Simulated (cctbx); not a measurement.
# NdMn5Cu2S12 across an absorption edge

Space group Immm (no. 71), a = 9.2180 Å, b = 9.2630 Å, c = 9.3000 Å, α = 90.00°, β = 90.00°, γ = 90.00°.

| atom | mult. | x | y | z | Ueq (Å²) |
| --- | --- | --- | --- | --- | --- |
| Nd1 | 2 | 0 | 0 | 0 | 0.0187 |
| Cu1 | 2 | 0 | 1/2 | 0 | 0.0224 |
| Cu2 | 2 | 1/2 | 0 | 0 | 0.0313 |
| Mn1 | 2 | 0 | 0 | 1/2 | 0.0177 |
| Mn2 | 8 | 3/4 | 1/4 | 1/4 | 0.0125 |
| S1 | 8 | 0.3277 | 1/2 | 0.8093 | 0.0232 |
| S2 | 8 | 0 | 0.3054 | 0.1673 | 0.0395 |
| S3 | 8 | 0.6884 | 0.1724 | 0 | 0.0303 |

The model was made for the exercise: a known structure type with other elements put in, its volume estimated, not relaxed; displacement parameters are assumed.

Calculated with cctbx: free-atom f′ and f″ from the Sasaki tables, no fine structure; amplitudes in electrons.

```csv
E (eV),F 1 0 3,F 2 0 0,F 1 1 0,F 0 1 1
8379,33.9,34.3,53.1,55.4
8729,32.9,31.3,56.7,55.9
8859,32.7,28.5,59.6,56.0
8919,32.6,25.8,62.3,56.1
8949,32.5,23.1,65.0,56.1
8964,32.5,20.4,67.8,56.1
8971,32.5,17.9,70.2,56.2
8975,32.6,15.3,72.9,56.2
8983,32.6,22.7,71.2,56.2
8987,32.6,24.8,68.0,56.2
8994,32.5,26.7,65.1,56.2
9009,32.4,29.0,62.1,56.2
9039,32.3,31.4,59.1,56.2
9129,32.1,34.7,55.2,56.3
9379,31.6,38.3,51.2,56.5
```

**Question.** Which edge is crossed, and why do the reflections move as they do?

The K edge of Cu. The edge is at 8979 eV. f′ of Cu falls from -4.0 e at 8859 eV to -7.5 e at 4 eV below it, and f″ steps from 0.48 to 3.90 e across it. Over that approach |F| changes by -0 % (1 0 3), -46 % (2 0 0), +22 % (1 1 0) and +0 % (0 1 1): a reflection falls where Cu scatters in phase with the total and rises where it scatters against it; it hardly moves where the Cu term is small or cancels by symmetry. Above the edge the larger f″ enters the imaginary part, where it can add to or cancel the other atoms' f″. The structure is centrosymmetric, so Friedel mates stay equal.

[Logs are printed without paths, hosts, clocks, repeated set-up lines and the standing remarks that a program may print on its own settings, such as how far it seeks lower states.]
